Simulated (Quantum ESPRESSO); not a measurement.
# KNiF3: spin-resolved density of states, part 2 of 2

Aim: the densities of states of KNiF3 in the lowest state of several starts.

Quantum ESPRESSO 7.5; LDA with U = 6 eV on Ni d (ortho-atomic projectors); plane waves with GBRV 1.5 LDA potentials, no spin-orbit coupling.

So far, absolute magnetization (μB): step 2 (ground-state run) 3.78.

The database entry behind the starting cell differs from later determinations by our own check (about 0.35 % short), so it need not match the best structure at ambient conditions.

## 3. Post-processing

Level of this step: LDA with U = 6 eV on Ni d (ortho-atomic projectors); plane waves with GBRV 1.5 LDA potentials, no spin-orbit coupling, projections on orthogonalised atomic orbitals (Quantum ESPRESSO).

Contents of projwfc.in:

```
&PROJWFC
  prefix = 'pwscf'
  outdir = './tmp'
  filpdos = 'pdos'
  ngauss = 0
  degauss = 0.01
  DeltaE = 0.05
  Emin = -2.34
  Emax = 11.66
/
```

On the command line:

```sh
OMP_NUM_THREADS=1 mpirun -n 4 projwfc.x -nk 4 -in projwfc.in > projwfc.out
```

The log of the run:

```text
[banner, memory and clock lines left out]
Program PROJWFC v.7.5 starts

     [... lines left out ...]
     IMPORTANT: XC functional enforced from input :
     Exchange-correlation= PZ
                           (   1   1   0   0   0   0   0)
     Any further DFT definition will be discarded
     Please, verify this is what you really want

     G-vector sticks info

     Check: negative core charge=   -0.000006

     Gaussian broadening (read from input): ngauss,degauss=   0    0.010000

     Calling projwave ....

  Problem Sizes
  natomwfc =           66
  nbnd     =           66
  nkstot   =           20
  npwx     =         3717
  nkb      =          120

     Atomic states used for projection
     (read from pseudopotential files):

     state #   1: atom   1 (K  ), wfc  1 (l=0 m= 1)
     state #   2: atom   1 (K  ), wfc  2 (l=1 m= 1)
     state #   3: atom   1 (K  ), wfc  2 (l=1 m= 2)
     state #   4: atom   1 (K  ), wfc  2 (l=1 m= 3)
     state #   5: atom   1 (K  ), wfc  3 (l=0 m= 1)
     state #   6: atom   1 (K  ), wfc  4 (l=1 m= 1)
     state #   7: atom   1 (K  ), wfc  4 (l=1 m= 2)
     state #   8: atom   1 (K  ), wfc  4 (l=1 m= 3)
     state #   9: atom   2 (K  ), wfc  1 (l=0 m= 1)
     state #  10: atom   2 (K  ), wfc  2 (l=1 m= 1)
     state #  11: atom   2 (K  ), wfc  2 (l=1 m= 2)
     state #  12: atom   2 (K  ), wfc  2 (l=1 m= 3)
     state #  13: atom   2 (K  ), wfc  3 (l=0 m= 1)
     state #  14: atom   2 (K  ), wfc  4 (l=1 m= 1)
     state #  15: atom   2 (K  ), wfc  4 (l=1 m= 2)
     state #  16: atom   2 (K  ), wfc  4 (l=1 m= 3)
     state #  17: atom   3 (Ni1), wfc  1 (l=0 m= 1)
     state #  18: atom   3 (Ni1), wfc  2 (l=1 m= 1)
     state #  19: atom   3 (Ni1), wfc  2 (l=1 m= 2)
     state #  20: atom   3 (Ni1), wfc  2 (l=1 m= 3)
     state #  21: atom   3 (Ni1), wfc  3 (l=2 m= 1)
     state #  22: atom   3 (Ni1), wfc  3 (l=2 m= 2)
     state #  23: atom   3 (Ni1), wfc  3 (l=2 m= 3)
     state #  24: atom   3 (Ni1), wfc  3 (l=2 m= 4)
     state #  25: atom   3 (Ni1), wfc  3 (l=2 m= 5)
     state #  26: atom   3 (Ni1), wfc  4 (l=0 m= 1)
     state #  27: atom   3 (Ni1), wfc  5 (l=1 m= 1)
     state #  28: atom   3 (Ni1), wfc  5 (l=1 m= 2)
     state #  29: atom   3 (Ni1), wfc  5 (l=1 m= 3)
     state #  30: atom   4 (Ni2), wfc  1 (l=0 m= 1)
     state #  31: atom   4 (Ni2), wfc  2 (l=1 m= 1)
     state #  32: atom   4 (Ni2), wfc  2 (l=1 m= 2)
     state #  33: atom   4 (Ni2), wfc  2 (l=1 m= 3)
     state #  34: atom   4 (Ni2), wfc  3 (l=2 m= 1)
     state #  35: atom   4 (Ni2), wfc  3 (l=2 m= 2)
     state #  36: atom   4 (Ni2), wfc  3 (l=2 m= 3)
     state #  37: atom   4 (Ni2), wfc  3 (l=2 m= 4)
     state #  38: atom   4 (Ni2), wfc  3 (l=2 m= 5)
     state #  39: atom   4 (Ni2), wfc  4 (l=0 m= 1)
     state #  40: atom   4 (Ni2), wfc  5 (l=1 m= 1)
     state #  41: atom   4 (Ni2), wfc  5 (l=1 m= 2)
     state #  42: atom   4 (Ni2), wfc  5 (l=1 m= 3)
     state #  43: atom   5 (F  ), wfc  1 (l=0 m= 1)
     state #  44: atom   5 (F  ), wfc  2 (l=1 m= 1)
     state #  45: atom   5 (F  ), wfc  2 (l=1 m= 2)
     state #  46: atom   5 (F  ), wfc  2 (l=1 m= 3)
     state #  47: atom   6 (F  ), wfc  1 (l=0 m= 1)
     state #  48: atom   6 (F  ), wfc  2 (l=1 m= 1)
     state #  49: atom   6 (F  ), wfc  2 (l=1 m= 2)
     state #  50: atom   6 (F  ), wfc  2 (l=1 m= 3)
     state #  51: atom   7 (F  ), wfc  1 (l=0 m= 1)
     state #  52: atom   7 (F  ), wfc  2 (l=1 m= 1)
     state #  53: atom   7 (F  ), wfc  2 (l=1 m= 2)
     state #  54: atom   7 (F  ), wfc  2 (l=1 m= 3)
     state #  55: atom   8 (F  ), wfc  1 (l=0 m= 1)
     state #  56: atom   8 (F  ), wfc  2 (l=1 m= 1)
     state #  57: atom   8 (F  ), wfc  2 (l=1 m= 2)
     state #  58: atom   8 (F  ), wfc  2 (l=1 m= 3)
     state #  59: atom   9 (F  ), wfc  1 (l=0 m= 1)
     state #  60: atom   9 (F  ), wfc  2 (l=1 m= 1)
     state #  61: atom   9 (F  ), wfc  2 (l=1 m= 2)
     state #  62: atom   9 (F  ), wfc  2 (l=1 m= 3)
     state #  63: atom  10 (F  ), wfc  1 (l=0 m= 1)
     state #  64: atom  10 (F  ), wfc  2 (l=1 m= 1)
     state #  65: atom  10 (F  ), wfc  2 (l=1 m= 2)
     state #  66: atom  10 (F  ), wfc  2 (l=1 m= 3)

 [... projections of the bands left out ...]

Lowdin Charges:

     Atom #   1: total charge =   8.5451, s =  2.0605, p =  6.4847, d =  0.0000,
                 spin up      =   4.2726, s =  1.0302,
                 spin up      =   4.2726, p =  3.2423, pz=  1.0808, px=  1.0808, py=  1.0808,
                 spin up      =   4.2726, d =  0.0000, dz2=  0.0000, dxz=  0.0000, dyz=  0.0000, dx2-y2=  0.0000, dxy=  0.0000,
                 spin down    =   4.2726, s =  1.0302,
                 spin down    =   4.2726, p =  3.2423, pz=  1.0808, px=  1.0808, py=  1.0808,
                 spin down    =   4.2726, d =  0.0000, dz2=  0.0000, dxz=  0.0000, dyz=  0.0000, dx2-y2=  0.0000, dxy=  0.0000,
                 polarization =   0.0000, s =  0.0000, p =  0.0000, d =  0.0000,
     Atom #   2: total charge =   8.5451, s =  2.0605, p =  6.4847, d =  0.0000,
                 spin up      =   4.2726, s =  1.0302,
                 spin up      =   4.2726, p =  3.2423, pz=  1.0808, px=  1.0808, py=  1.0808,
                 spin up      =   4.2726, d =  0.0000, dz2=  0.0000, dxz=  0.0000, dyz=  0.0000, dx2-y2=  0.0000, dxy=  0.0000,
                 spin down    =   4.2726, s =  1.0302,
                 spin down    =   4.2726, p =  3.2423, pz=  1.0808, px=  1.0808, py=  1.0808,
                 spin down    =   4.2726, d =  0.0000, dz2=  0.0000, dxz=  0.0000, dyz=  0.0000, dx2-y2=  0.0000, dxy=  0.0000,
                 polarization =   0.0000, s =  0.0000, p =  0.0000, d =  0.0000,
     Atom #   3: total charge =  17.3915, s =  2.3001, p =  6.8994, d =  8.1920,
                 spin up      =   9.5771, s =  1.1487,
                 spin up      =   9.5771, p =  3.4477, pz=  1.1492, px=  1.1492, py=  1.1492,
                 spin up      =   9.5771, d =  4.9808, dz2=  0.9946, dxz=  0.9972, dyz=  0.9972, dx2-y2=  0.9946, dxy=  0.9972,
                 spin down    =   7.8144, s =  1.1514,
                 spin down    =   7.8144, p =  3.4517, pz=  1.1506, px=  1.1506, py=  1.1506,
                 spin down    =   7.8144, d =  3.2113, dz2=  0.1145, dxz=  0.9941, dyz=  0.9941, dx2-y2=  0.1145, dxy=  0.9941,
                 polarization =   1.7627, s = -0.0027, p = -0.0041, d =  1.7695,
     Atom #   4: total charge =  17.3915, s =  2.3000, p =  6.8994, d =  8.1921,
                 spin up      =   7.8144, s =  1.1514,
                 spin up      =   7.8144, p =  3.4517, pz=  1.1506, px=  1.1506, py=  1.1506,
                 spin up      =   7.8144, d =  3.2113, dz2=  0.1145, dxz=  0.9941, dyz=  0.9941, dx2-y2=  0.1145, dxy=  0.9941,
                 spin down    =   9.5771, s =  1.1487,
                 spin down    =   9.5771, p =  3.4477, pz=  1.1492, px=  1.1492, py=  1.1492,
                 spin down    =   9.5771, d =  4.9808, dz2=  0.9946, dxz=  0.9972, dyz=  0.9972, dx2-y2=  0.9946, dxy=  0.9972,
                 polarization =  -1.7627, s =  0.0027, p =  0.0041, d = -1.7695,
     Atom #   5: total charge =   7.3218, s =  1.7876, p =  5.5342, d =  0.0000,
                 spin up      =   3.6609, s =  0.8938,
                 spin up      =   3.6609, p =  2.7671, pz=  0.8439, px=  0.9616, py=  0.9616,
                 spin up      =   3.6609, d =  0.0000, dz2=  0.0000, dxz=  0.0000, dyz=  0.0000, dx2-y2=  0.0000, dxy=  0.0000,
                 spin down    =   3.6609, s =  0.8938,
                 spin down    =   3.6609, p =  2.7671, pz=  0.8439, px=  0.9616, py=  0.9616,
                 spin down    =   3.6609, d =  0.0000, dz2=  0.0000, dxz=  0.0000, dyz=  0.0000, dx2-y2=  0.0000, dxy=  0.0000,
                 polarization =  -0.0000, s = -0.0000, p = -0.0000, d =  0.0000,
     Atom #   6: total charge =   7.3218, s =  1.7876, p =  5.5342, d =  0.0000,
                 spin up      =   3.6609, s =  0.8938,
                 spin up      =   3.6609, p =  2.7671, pz=  0.8439, px=  0.9616, py=  0.9616,
                 spin up      =   3.6609, d =  0.0000, dz2=  0.0000, dxz=  0.0000, dyz=  0.0000, dx2-y2=  0.0000, dxy=  0.0000,
                 spin down    =   3.6609, s =  0.8938,
                 spin down    =   3.6609, p =  2.7671, pz=  0.8439, px=  0.9616, py=  0.9616,
                 spin down    =   3.6609, d =  0.0000, dz2=  0.0000, dxz=  0.0000, dyz=  0.0000, dx2-y2=  0.0000, dxy=  0.0000,
                 polarization =  -0.0000, s = -0.0000, p = -0.0000, d =  0.0000,
     Atom #   7: total charge =   7.3218, s =  1.7876, p =  5.5342, d =  0.0000,
                 spin up      =   3.6609, s =  0.8938,
                 spin up      =   3.6609, p =  2.7671, pz=  0.9616, px=  0.8439, py=  0.9616,
                 spin up      =   3.6609, d =  0.0000, dz2=  0.0000, dxz=  0.0000, dyz=  0.0000, dx2-y2=  0.0000, dxy=  0.0000,
                 spin down    =   3.6609, s =  0.8938,
                 spin down    =   3.6609, p =  2.7671, pz=  0.9616, px=  0.8439, py=  0.9616,
                 spin down    =   3.6609, d =  0.0000, dz2=  0.0000, dxz=  0.0000, dyz=  0.0000, dx2-y2=  0.0000, dxy=  0.0000,
                 polarization =  -0.0000, s = -0.0000, p = -0.0000, d =  0.0000,
     Atom #   8: total charge =   7.3218, s =  1.7876, p =  5.5342, d =  0.0000,
                 spin up      =   3.6609, s =  0.8938,
                 spin up      =   3.6609, p =  2.7671, pz=  0.9616, px=  0.8439, py=  0.9616,
                 spin up      =   3.6609, d =  0.0000, dz2=  0.0000, dxz=  0.0000, dyz=  0.0000, dx2-y2=  0.0000, dxy=  0.0000,
                 spin down    =   3.6609, s =  0.8938,
                 spin down    =   3.6609, p =  2.7671, pz=  0.9616, px=  0.8439, py=  0.9616,
                 spin down    =   3.6609, d =  0.0000, dz2=  0.0000, dxz=  0.0000, dyz=  0.0000, dx2-y2=  0.0000, dxy=  0.0000,
                 polarization =  -0.0000, s = -0.0000, p = -0.0000, d =  0.0000,
     Atom #   9: total charge =   7.3218, s =  1.7876, p =  5.5342, d =  0.0000,
                 spin up      =   3.6609, s =  0.8938,
                 spin up      =   3.6609, p =  2.7671, pz=  0.9616, px=  0.9616, py=  0.8439,
                 spin up      =   3.6609, d =  0.0000, dz2=  0.0000, dxz=  0.0000, dyz=  0.0000, dx2-y2=  0.0000, dxy=  0.0000,
                 spin down    =   3.6609, s =  0.8938,
                 spin down    =   3.6609, p =  2.7671, pz=  0.9616, px=  0.9616, py=  0.8439,
                 spin down    =   3.6609, d =  0.0000, dz2=  0.0000, dxz=  0.0000, dyz=  0.0000, dx2-y2=  0.0000, dxy=  0.0000,
                 polarization =  -0.0000, s = -0.0000, p = -0.0000, d =  0.0000,
     Atom #  10: total charge =   7.3218, s =  1.7876, p =  5.5342, d =  0.0000,
                 spin up      =   3.6609, s =  0.8938,
                 spin up      =   3.6609, p =  2.7671, pz=  0.9616, px=  0.9616, py=  0.8439,
                 spin up      =   3.6609, d =  0.0000, dz2=  0.0000, dxz=  0.0000, dyz=  0.0000, dx2-y2=  0.0000, dxy=  0.0000,
                 spin down    =   3.6609, s =  0.8938,
                 spin down    =   3.6609, p =  2.7671, pz=  0.9616, px=  0.9616, py=  0.8439,
                 spin down    =   3.6609, d =  0.0000,
```

Run time: 1.9 s. Hardware: 4 MPI ranks of AMD EPYC 9R45 (Zen 5), shared host; peak memory 0.13 GiB.

The density of states has structure finer than the step of the table below, so its rows give means over 0.5 eV, whole bins alone (the curve runs from -9.00 to 5.05 eV). Peaks (eV: height): up -6.50: 9.39, -3.95: 11.6, -3.60: 11.4, -3.10: 11.6; down -6.50: 9.39, -3.95: 11.6, -3.60: 11.4, -3.10: 11.6; K1 p up -6.55: 0.0457, -4.10: 0.0552, 3.95: 0.0392, 4.30: 0.0307; K1 p down -6.55: 0.0457, -4.10: 0.0552, 3.95: 0.0392, 4.30: 0.0307; Ni3 d up -7.70: 2.96, -6.50: 5.89, -5.30: 0.982, -3.05: 1.22.

Gaussian broadening of 0.136 eV on the SCF mesh. Table of density of states by energy, zero at the Fermi level; means over each step; 7 of 10 lines; values in states/eV/cell:

```csv
energy (eV),up,down,K1 p up,K1 p down,Ni3 d up,Ni3 d down,Ni4 d up
-8.5,0.0992,0.0992,4.2e-4,4.2e-4,0.0474,1.3e-4,1.3e-4
-8.0,2.43,2.43,0.00543,0.00543,1.26,0.0110,0.0110
-7.5,2.01,2.01,0.00140,0.00140,1.02,0.0172,0.0172
-7.0,2.14,2.14,0.0122,0.0122,0.442,0.0691,0.0691
-6.5,6.43,6.43,0.0298,0.0298,3.59,0.158,0.158
-6.0,3.65,3.65,0.00584,0.00584,0.0923,0.328,0.328
-5.5,6.41,6.41,0.0203,0.0203,0.521,2.13,2.13
-5.0,0.890,0.890,0.00335,0.00335,0.235,0.315,0.315
-4.5,2.35,2.35,0.0215,0.0215,0.132,0.0469,0.0469
-4.0,9.39,9.39,0.0416,0.0416,0.787,0.138,0.138
-3.5,9.03,9.03,0.0127,0.0126,0.985,0.876,0.876
-3.0,7.15,7.15,0.0110,0.0110,0.791,2.30,2.30
-2.5,0.0156,0.0156,5.2e-6,5.2e-6,0.00239,0.00330,0.00330
-2.0,0,0,0,0,0,0,0
-1.5,0,0,0,0,0,0,0
-1.0,0,0,0,0,0,0,0
-0.5,0,0,0,0,0,0,0
0.0,0,0,0,0,0,0,0
0.5,0,0,0,0,0,0,0
1.0,0,0,0,0,0,0,0
1.5,2.7e-4,2.7e-4,0,0,0,2.3e-4,2.4e-4
2.0,1.05,1.05,0.00563,0.00563,0.00105,0.910,0.911
2.5,2.93,2.93,0.00294,0.00294,0.0108,2.54,2.54
3.0,0.0407,0.0407,3.0e-5,3.0e-5,1.8e-4,0.0187,0.0187
3.5,0.115,0.115,0.00610,0.00610,0,0.00167,0.00167
4.0,0.252,0.252,0.0220,0.0220,0,0.00149,0.00149
4.5,0.138,0.138,0.0141,0.0141,3.5e-5,6.2e-4,6.2e-4
```

## 4. What came out

```json
{"state": "antiferromagnetic", "largest moment in a sphere": "1.72 μB"}
```

In words: The most distinct maxima of the density of states (up) lie at -6.50, -5.45, -3.95, -3.60 and -3.10 eV, the highest at -3.95 eV. These are Kohn–Sham states without spin–orbit coupling, on the mesh of the self-consistent run. The moments are opposed on like sites, so the totals of the two spins are equal and the projections on single atoms show the splitting.

[Logs and program files are shortened in this print: banners, set-up blocks, solver, clock and traceback lines can be left out without a mark of their own.]

[Logs are printed without paths, hosts, clocks, repeated set-up lines and the standing remarks that a program may print on its own settings, such as how far it seeks lower states.]

[Hosts, paths, dates, database ids (printed as entryN), source tags and the programs' standing remarks are cut or masked in the printed files.]

[Where a cell is said to come from a database of computed structures, the database is the Materials Project.]
